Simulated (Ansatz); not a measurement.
## Where V_B puts its levels in the gap of BP (F-43m)

Aim: at which Fermi levels does V_B in BP (F-43m) change its charge? The model is a cell of 54 host atoms with 1 B taken out.

Method: place-levels on r2SCAN runs: charge-transition levels and formation energies with image-charge correction and potential alignment at the atomic sites; PAW set soft_1, in Ansatz 0.2.0.

## 1. The starting structure

The cell holds 53 atoms: 26 B and 27 P. Its edges and angles: a = 9.912 Å, b = 9.912 Å, c = 9.912 Å, α = 60.0°, β = 60.0°, γ = 60.0°. It derives from BP (space group F-43m). Nearest the centre at fractional (0.667, 0.333, 0.667): P40 at 2.02 Å, P22 at 2.02 Å, P24 at 2.02 Å, P28 at 2.02 Å, B25 at 3.30 Å, B9 at 3.30 Å, B29 at 3.30 Å, B5 at 3.30 Å.

Structure file:

```xyz
53
Lattice="0.0000 7.0087 7.0087 7.0087 0.0000 7.0087 7.0087 7.0087 0.0000" Properties=species:S:1:pos:R:3 pbc="T T T"
B     0.0000    0.0000    0.0000
P     3.5043    3.5043    3.5043
B     2.3362    2.3362    0.0000
P     5.8406    5.8406    3.5043
B     4.6725    4.6725    0.0000
P     8.1768    8.1768    3.5043
B     2.3362    0.0000    2.3362
P     5.8406    3.5043    5.8406
B     4.6725    2.3362    2.3362
P     8.1768    5.8406    5.8406
B     7.0087    4.6725    2.3362
P    10.5130    8.1768    5.8406
B     4.6725    0.0000    4.6725
P     8.1768    3.5043    8.1768
B     7.0087    2.3362    4.6725
P    10.5130    5.8406    8.1768
B     9.3449    4.6725    4.6725
P    12.8493    8.1768    8.1768
B     0.0000    2.3362    2.3362
P     3.5043    5.8406    5.8406
B     2.3362    4.6725    2.3362
P     5.8406    8.1768    5.8406
B     4.6725    7.0087    2.3362
P     8.1768   10.5130    5.8406
B     2.3362    2.3362    4.6725
P     5.8406    5.8406    8.1768
B     4.6725    4.6725    4.6725
P     8.1768    8.1768    8.1768
B     7.0087    7.0087    4.6725
P    10.5130   10.5130    8.1768
B     4.6725    2.3362    7.0087
P     8.1768    5.8406   10.5130
B     7.0087    4.6725    7.0087
P    10.5130    8.1768   10.5130
B     9.3449    7.0087    7.0087
P    12.8493   10.5130   10.5130
B     0.0000    4.6725    4.6725
P     3.5043    8.1768    8.1768
B     2.3362    7.0087    4.6725
P     5.8406   10.5130    8.1768
B     4.6725    9.3449    4.6725
P     8.1768   12.8493    8.1768
B     2.3362    4.6725    7.0087
P     5.8406    8.1768   10.5130
B     4.6725    7.0087    7.0087
P     8.1768   10.5130   10.5130
P    10.5130   12.8493   10.5130
B     4.6725    4.6725    9.3449
P     8.1768    8.1768   12.8493
B     7.0087    7.0087    9.3449
P    10.5130   10.5130   12.8493
B     9.3449    9.3449    9.3449
P    12.8493   12.8493   12.8493
```

The host's dielectric constants go in as inputs: 9.31 for the electrons alone, 9.42 with the ions, computed on the host (DFPT, PBEsol, on the r2SCAN cell), and a cell off the functional's own equilibrium shifts the ionic part.

The relaxed host is scaled by +3.0 % along all axes; the dielectric constants are those of the unstrained host.

The cell's shortest repeat is 9.9 Å.

## 2. The runs of each charge state

Levels follow from differences of total energies between charge states, each relaxed by itself.

Random displacements of about 0.05 Å break the site symmetry at the start, so that the relaxation can reach a distorted minimum if there is one. Forces are taken on a 2×2×2 shifted mesh. The cell holds 3 electrons more than the neutral one, with a uniform background that keeps it neutral on the whole.

The sampling was tested on the host first: at the k-points planned (1x1x1 shifted 0.25 0.25 0.25) its energy lies 0.141 eV an atom from the dense-mesh value, so the final energies take a denser sampling.

One of the inputs; charge, spin and start change from state to state.

Input file qm3.relax/input.yaml:

```yaml
crystal:
  lattice:
    - [0.0, 2.33623097, 2.33623097]
    - [2.33623097, 0.0, 2.33623097]
    - [2.33623097, 2.33623097, 0.0]
  atoms:
    - { symbol: B, position: [0.0, 0.0, 0.0] }
    - { symbol: P, position: [0.75, 0.75, 0.75] }
  supercell: [3, 3, 3]
  defects: [{ vacancy: 46 }]
total_charge: -3
basis:
  ecutwfc: 500
  xc_grid: 2
hamiltonian:
  xc: r2scan
  pseudopotentials: { kind: paw, azcp: { folder: soft_1 } }
kpoints:
  mp_grid: { grid: [2, 2, 2], shift: [0.5, 0.5, 0.5] }
scf:
  occupations: { method: fixed }
  max_iter: 80
output:
  forces: true
  charged_corrections: { epsilon: 9.31, static_epsilon: 9.42 }
relax:
  f_tol: 0.02
  max_steps: 80
  random_displacement: { amplitude: 0.05, seed: 1528 }
checkpoint:
  write: "../qm3.relax.run"
  compress: false
  write_wavefunctions: true
  write_every: 100000
```

Started as:

```console
ansatz run input.yaml --threads 8 --pin off --max-ram 15073MiB --backend cpu --events-out ev --progress --plain --runs-dir out
```

The run of this state that the levels use, under r2SCAN:

Input file qm3.point/input.yaml:

```yaml
crystal:
  checkpoint: "../qm3.relax.run"
  host: checkpoint
total_charge: -3
basis:
  ecutwfc: 500
  xc_grid: 2
hamiltonian:
  xc: r2scan
  pseudopotentials: { kind: paw, azcp: { folder: soft_1 } }
kpoints:
  mp_grid: { grid: [2, 2, 2], shift: [0.5, 0.5, 0.5] }
scf:
  occupations: { method: fixed }
  max_iter: 80
output:
  forces: true
  eigenvalues: true
  charged_corrections:
    epsilon: 9.31
    static_epsilon: 9.42
    defect_position: [0.666667, 0.333333, 0.666667]
  eigenstates: { localisation: true }
  populations: true
checkpoint:
  read: "../qm3.relax.run"
  write: "../qm3.point.run"
  compress: false
  write_wavefunctions: false
  write_every: 100000
```

Relaxations under r2SCAN at a 2×2×2 shifted mesh; times on 8 threads of Intel Xeon Platinum 8375C at 2.90GHz (Ice Lake), shared host:

```csv
charge,moment (μB),occupations,outcome,steps,largest displacement against the far atoms (Å),time
−3,0,fixed,converged,5,0.05,59 s
−2,1,fixed,converged,9,0.05,5 min
−1,0,fixed,converged,7,0.08,74 s
0,1,fixed,converged,6,0.11,2.6 min
+1,0,fixed,converged,6,0.18,52 s
0,3,fixed,converged,7,0.11,2 min
−3,2,fixed,converged,6,0.05,2.8 min
−2,3,fixed,converged,7,0.08,2.1 min
−1,2,fixed,converged,5,0.07,93 s
+1,2,fixed,converged,9,0.16,2.8 min
```

Single points under r2SCAN at a 2×2×2 shifted mesh; times on 8 threads of Intel Xeon Platinum 8375C at 2.90GHz (Ice Lake), shared host:

```csv
charge,moment (μB),occupations,outcome,time
−3,0,fixed,converged,8.3 s
−2,1,fixed,converged,20 s
−1,0,fixed,converged,8.8 s
0,1,fixed,converged,20 s
+1,0,fixed,converged,8.8 s
0,3,fixed,converged,21 s
−3,2,fixed,converged,18 s
−2,3,fixed,converged,22 s
−1,2,fixed,converged,21 s
+1,2,fixed,converged,23 s
```

Distances (Å) from the ideal centre to the nearest atoms after relaxation with r2SCAN:

```csv
charge,moment (μB),1.,2.,3.,4.,5.,6.
−3,0,P 1.99,P 2.00,P 2.01,P 2.01,B 3.29,B 3.29
−3,2,P 2.02,P 2.04,P 2.04,P 2.04,B 3.28,B 3.29
−2,1,P 2.02,P 2.04,P 2.04,P 2.05,B 3.28,B 3.28
−2,3,P 2.07,P 2.07,P 2.08,P 2.12,B 3.29,B 3.29
−1,0,P 2.05,P 2.07,P 2.07,P 2.08,B 3.26,B 3.27
−1,2,P 2.08,P 2.08,P 2.08,P 2.10,B 3.30,B 3.30
0,1,P 2.11,P 2.12,P 2.12,P 2.13,B 3.29,B 3.29
0,3,P 2.12,P 2.13,P 2.13,P 2.14,B 3.30,B 3.30
+1,0,P 2.15,P 2.16,P 2.17,P 2.21,B 3.28,B 3.29
+1,2,P 2.15,P 2.18,P 2.18,P 2.19,B 3.29,B 3.30
```

## 3. Placing the levels, r2SCAN

A charged cell interacts with its images and the background, and its potential has another zero than the host's. place-levels removes the first by a point-charge model, screened by the static dielectric constant since the ions have relaxed around the charge, and the second by comparing potentials at atoms far from the defect.

The host is a run of the defect-free crystal in the same cutoffs, grids and k-points, so that basis and sampling errors cancel in part in the differences. The host is run in a cell of 2 atoms on a matching mesh. Its band edges are searched through the zone by a band path, so the gap is smaller than, or equal to, that on the mesh. Chemical potentials are energies per atom of B (alpha-rhombohedral (B12)), run with the same functional and cutoff.

Input file levels.point.yaml:

```yaml
host:
  run: host.point.run
states: [qm3.point.run, qm2_M1.point.run, qm1.point.run, q0_M1.point.run, qp1.point.run, q0_M3.point.run, qm3_M2.point.run, qm2_M3.point.run, qm1_M2.point.run, qp1_M2.point.run]
geometry_from:
  qm3.point.run: qm3.relax.run
  qm2_M1.point.run: qm2_M1.relax.run
  qm1.point.run: qm1.relax.run
  q0_M1.point.run: q0_M1.relax.run
  qp1.point.run: qp1.relax.run
  q0_M3.point.run: q0_M3.relax.run
  qm3_M2.point.run: qm3_M2.relax.run
  qm2_M3.point.run: qm2_M3.relax.run
  qm1_M2.point.run: qm1_M2.relax.run
  qp1_M2.point.run: qp1_M2.relax.run
  host.point.run: host.relax.run
chemical_potentials:
  B:
    energy: -156.554104
    dataset: <sha256 of the dataset>
epsilon: 9.31
static_epsilon: 9.42
vertical:
  - { from: qm3.point.run, to: qm3.point_neutral.run }
  - { from: qm2_M1.point.run, to: qm2_M1.point_neutral.run }
  - { from: qm1.point.run, to: qm1.point_neutral.run }
  - { from: qp1.point.run, to: qp1.point_neutral.run }
  - { from: qm3_M2.point.run, to: qm3_M2.point_neutral.run }
  - { from: qm2_M3.point.run, to: qm2_M3.point_neutral.run }
  - { from: qm1_M2.point.run, to: qm1_M2.point_neutral.run }
  - { from: qp1_M2.point.run, to: qp1_M2.point_neutral.run }
```

Started as:

```console
ansatz place-levels levels.point.yaml -- --threads 8 --pin off --max-ram 15073MiB
```

Numbers of over 12 decimals in the logs are rounded to 6 here.

What it wrote:

```text
[... repeated set-up lines and file paths are left out, and long positions are rounded to six places ...]
(+1/0) 0.310 eV above the valence edge, 1.216 eV under the conduction edge
(0/-1) 0.728 eV above the valence edge, 0.797 eV under the conduction edge
(-1/-2) 1.566 eV above the valence edge (+1.567 eV without the band-filling correction), in the conduction band; not on the lower envelope
(-2/-3) 1.558 eV above the valence edge (+2.055 eV without the band-filling correction), in the conduction band; not on the lower envelope
(-1/-3) 1.562 eV above the valence edge (+1.811 eV without the band-filling correction), in the conduction band: charges between them are lowest nowhere
formation energy of charge +1: +3.740 eV with the Fermi level at the valence edge
formation energy of charge 0: +4.050 eV with the Fermi level at the valence edge
formation energy of charge -1: +4.778 eV with the Fermi level at the valence edge
formation energy of charge -2: +6.344 eV with the Fermi level at the valence edge
formation energy of charge -3: +7.902 eV with the Fermi level at the valence edge
vertical -3 to 0: no energy, since no alignment is typed
  the change from vertical[0].from (qm3.point.run) to vertical[0].to (qm3.point_neutral.run): by its potential at epsilon 9.31 it stands at 0.623 0.295 0.623, with an rms radius of about 2.4 Å (1.4 1.4 1.4 Å across the planes of the cell's vectors); [...]
vertical -2 to 0: no energy, since no alignment is typed
  the change from vertical[1].from (qm2_M1.point.run) to vertical[1].to (qm2_M1.point_neutral.run): by its potential at epsilon 9.31 it stands at 0.615 0.286 0.615, with an rms radius of about 2.3 Å (1.3 1.4 1.3 Å across the planes of the cell's vectors); [...]
vertical -1 to 0: no energy, since no alignment is typed
[...]
of vertical[0].to (qm3.point_neutral.run): band_overlap_at_count; stability_check_not_made
  of vertical[1].from (qm2_M1.point.run): band_overlap_at_count; stability_check_not_made; of the run under geometry_from: band_overlap_at_count; [...]
  of vertical[1].to (qm2_M1.point_neutral.run): band_overlap_at_count; stability_check_not_made
  of vertical[2].from (qm1.point.run): band_overlap_at_count; of the run under geometry_from: band_overlap_at_count
  of vertical[2].to (qm1.point_neutral.run): band_overlap_at_count; stability_check_not_made
  of vertical[3].to (qp1.point_neutral.run): band_overlap_at_count; stability_check_not_made
  of vertical[4].from (qm3_M2.point.run): its moments are held at its close (magnetization.spin_locking), by a field of 0.441 eV a Bohr magneton, and its energy and levels are of the state that this holds: a run that lets them go can end lower; [...]
  of vertical[4].to (qm3_M2.point_neutral.run): band_overlap_at_count; stability_check_not_made
  of vertical[5].from (qm2_M3.point.run): its moments are held at its close (magnetization.spin_locking), by a field of 0.487 eV a Bohr magneton, and its energy and levels are of the state that this holds: a run that lets them go can end lower; [...]
  of vertical[5].to (qm2_M3.point_neutral.run): band_overlap_at_count; stability_check_not_made
  of vertical[6].from (qm1_M2.point.run): stability_check_not_made; [...]
  of vertical[6].to (qm1_M2.point_neutral.run): band_overlap_at_count; stability_check_not_made
  of vertical[7].from (qp1_M2.point.run): its moments are held at its close (magnetization.spin_locking), by a field of 0.152 eV a Bohr magneton, and its energy and levels are of the state that this holds: a run that lets them go can end lower; [...]
  of vertical[7].to (qp1_M2.point_neutral.run): it set out from the moments of a save, which an earlier run chose (saved_moments_taken); band_overlap_at_count; stability_check_not_made
```

The job ended after 1 s (8 threads of Intel Xeon Platinum 8375C at 2.90GHz (Ice Lake), shared host).

Levels between the charges placed, in eV above the valence top:

```csv
,gap (eV),(+1/0),(0/−1),(−1/−2),(−2/−3)
r2SCAN,1.53,0.31,0.73,1.57,1.56
```

Corrections by state:

```csv
charge,moment (μB),image terms and alignment (eV),band filling (eV),ε used,"over the lowest of its charge, as the program ranks them, band filling apart (eV)"
+1,0.0,-0.074,-,9.42,0.000
0,1.0,0.000,-,-,0.000
−1,2.0,0.428,-,9.42,0.000
−2,1.0,1.261,-0.001,9.42,0.000
−3,0.0,2.496,-0.498,9.42,0.000
+1,2.0,-0.062,-,9.42,0.460
0,3.0,0.000,-,-,0.267
−1,0.0,0.438,-,9.42,0.251
−2,3.0,1.174,-,9.42,0.877
−3,2.0,2.364,-,9.42,0.717
```

The charged structures listed were also run neutral, and place-levels reads from each pair, by the potential or the spins, how wide the charge is by which they differ; that can be the carrier of either run.

```csv
charge,rms radius (Å),spread where it is widest against the cell (Å),wide from (Å),reading
+1,2.3,1.37,1.40,narrow
−1,2.7,1.66,1.40,wide
−2,2.3,1.35,1.40,narrow
−3,2.4,1.43,1.40,wide
```

The neutral runs of these pairs need not share the spin of the lowest neutral state, and very wide values only mean spread over the cell.

From the program's caveats on the states, each cut to its opening words:

- charge +1: its alignment with the host at atomic sites is doubtful: the mean over the far sites moves by -0.1926 eV from their farther parts to their nearer, more than [...]
- charge 0 (1 μB): its alignment with the host at atomic sites is doubtful: the mean over the far sites moves by -0.0530 eV from their farther parts to their nearer, more than [...]
- charge 0 (1 μB), −2 (1 μB), +1 (2 μB), −1, −3 (2 μB): filled levels lie above empty ones at the fixed electron count
- charge 0 (1 μB), −1 (2 μB), −2 (1 μB), +1 (2 μB), 0 (3 μB), −2 (3 μB), −3 (2 μB): flagged: stability check not made
- charge −1 (2 μB): it parts from the run at its places by a charge that spreads by about 1.7 Å along one vector (1.4 Å or more is wide), by its potential at epsilon 9.31, taken [...]
- charge −1 (2 μB): its alignment with the host at atomic sites is doubtful: the mean over the far sites moves by +0.0729 eV from their farther parts to their nearer, more than [...]
- charge −2 (1 μB): it parts from the run that its charge is read beside by 2 carriers, of which the mean alone is read, by its potential at epsilon 9.31, taken for that of held [...]
- charge −2 (1 μB): a band-filling correction moves a carrier to the host's band edge, which changes its energy by -0.001 eV
- charge −2 (1 μB): its alignment with the host at atomic sites is doubtful: the mean over the far sites moves by +0.1817 eV from their farther parts to their nearer, more than [...]
- charge −3: it parts from the run at its places by a charge that spreads by about 1.4 Å along one vector (1.4 Å or more is wide), by its potential at epsilon 9.31, taken [...]
- charge −3: a band-filling correction moves a carrier to the host's band edge, which changes its energy by -0.498 eV
- charge −3: its alignment with the host at atomic sites is doubtful: the mean over the far sites moves by +0.2814 eV from their farther parts to their nearer, more than [...]
- charge +1 (2 μB): its alignment with the host at atomic sites is doubtful: the mean over the far sites moves by -0.1607 eV from their farther parts to their nearer, more than [...]
- charge +1 (2 μB): its moments are held at its close (magnetization.spin_locking), by a field of 0.152 eV a Bohr magneton, and its energy and levels are of the state that this [...]

The host's formation energy from the elements is -0.438 eV per atom at this strain; it sets how far the chemical potentials can move.

Limit set by the element alone; other compounds of these elements are not counted. Chemical potentials from the elements' reference states: B 0.00 eV, P -0.88 eV. Formation energies (B-rich), with the Fermi level at the valence top and at the conduction bottom (gap 1.53 eV):

```csv
charge,at valence top (eV),at conduction bottom (eV),correction included (eV)
+1,3.74,5.27,-0.07
0,4.05,4.05,0.00
−1,4.78,3.25,0.43
−2,6.34,3.29,1.26
−3,7.90,3.33,2.00
```

```json
{"Fermi level (eV)": "0.00", "lowest formation energy (eV)": "3.74"}
{"Fermi level (eV)": "0.14", "lowest formation energy (eV)": "3.88"}
{"Fermi level (eV)": "0.28", "lowest formation energy (eV)": "4.02"}
{"Fermi level (eV)": "0.42", "lowest formation energy (eV)": "4.05"}
{"Fermi level (eV)": "0.55", "lowest formation energy (eV)": "4.05"}
{"Fermi level (eV)": "0.69", "lowest formation energy (eV)": "4.05"}
{"Fermi level (eV)": "0.83", "lowest formation energy (eV)": "3.95"}
{"Fermi level (eV)": "0.97", "lowest formation energy (eV)": "3.81"}
{"Fermi level (eV)": "1.11", "lowest formation energy (eV)": "3.67"}
{"Fermi level (eV)": "1.25", "lowest formation energy (eV)": "3.53"}
{"Fermi level (eV)": "1.39", "lowest formation energy (eV)": "3.39"}
{"Fermi level (eV)": "1.53", "lowest formation energy (eV)": "3.25"}
```

Limit set by the element alone; other compounds of these elements are not counted. Chemical potentials from the elements' reference states: P 0.00 eV, B -0.88 eV. Formation energies (P-rich), with the Fermi level at the valence top and at the conduction bottom (gap 1.53 eV):

```csv
charge,at valence top (eV),at conduction bottom (eV),correction included (eV)
+1,2.86,4.39,-0.07
0,3.17,3.17,0.00
−1,3.90,2.38,0.43
−2,5.47,2.42,1.26
−3,7.03,2.45,2.00
```

| Fermi level (eV) | lowest formation energy (eV) |
| --- | --- |
| 0.00 | 2.86 |
| 0.14 | 3.00 |
| 0.28 | 3.14 |
| 0.42 | 3.17 |
| 0.55 | 3.17 |
| 0.69 | 3.17 |
| 0.83 | 3.07 |
| 0.97 | 2.93 |
| 1.11 | 2.79 |
| 1.25 | 2.65 |
| 1.39 | 2.52 |
| 1.53 | 2.38 |

## 4. Summary of results

| Property | Result |
| --- | --- |
| gap of the host | 1.53 eV (r2SCAN) |
| level (plus 1/0) | 0.31 eV above the valence top |
| level (0/minus 1) | 0.73 eV above the valence top |
| level (minus 1/minus 2) | 1.57 eV above the valence top, past the conduction bottom, not a change between lowest states (1.57 eV above the valence top without the band-filling term) |
| level (minus 2/minus 3) | 1.56 eV above the valence top, past the conduction bottom, not a change between lowest states (2.05 eV above the valence top without the band-filling term) |
| lowest of the charges placed, just above the valence top (0.02 eV) | +1 |
| lowest of the charges placed, just below the conduction bottom (0.02 eV) | −1 |
| lowest formation energy at mid-gap of the charges run, B-rich | 4.02 eV |
| lowest formation energy at mid-gap of the charges run, P-rich | 3.14 eV |

Of the charges placed (−3, −2, −1, 0 and +1), the lowest changes at 0.31 eV (+1/0) and 0.73 eV (0/−1) above the valence top, in a gap of 1.53 eV. Charges above +1 were not placed, so these runs say nothing of levels that involve them. States placed: +1 at 0 μB and 2 μB; 0 at 1 μB and 3 μB; −1 at 2 μB and 0 μB; −2 at 1 μB and 3 μB; −3 at 0 μB and 2 μB. Other spin states or structures, where not listed, weren't placed. The program finds carriers beyond a band edge of the host and adds a band-filling term at charge −3 (-0.50 eV); steps to such a charge show no bound level, and a defect level inside a band would be read the same way. Corrections reach 2.5 eV, so the cell is small for these charges and their levels are rough. The program doubts the alignment of potentials for at least one state, a sign that the cell is small. Limits: r2SCAN makes the gap too small and tends to spread out bound carriers.

[Logs are printed without paths, hosts, clocks, repeated set-up lines and the standing remarks that a program may print on its own settings, such as how far it seeks lower states.]

[Hosts, paths, dates, database ids (printed as entryN), source tags and the programs' standing remarks are cut or masked in the printed files.]

[Where a table of states has a column of steps, it counts the stored structures, which are thinned; the runs took as many ionic steps or more.]

[A defect's name tells the site on which it was built; relaxed atoms can leave that site.]

[For some hosts the program warned that the k-mesh of the response run may be too coarse for force constants and the static dielectric constant; such warnings are not shown here.]
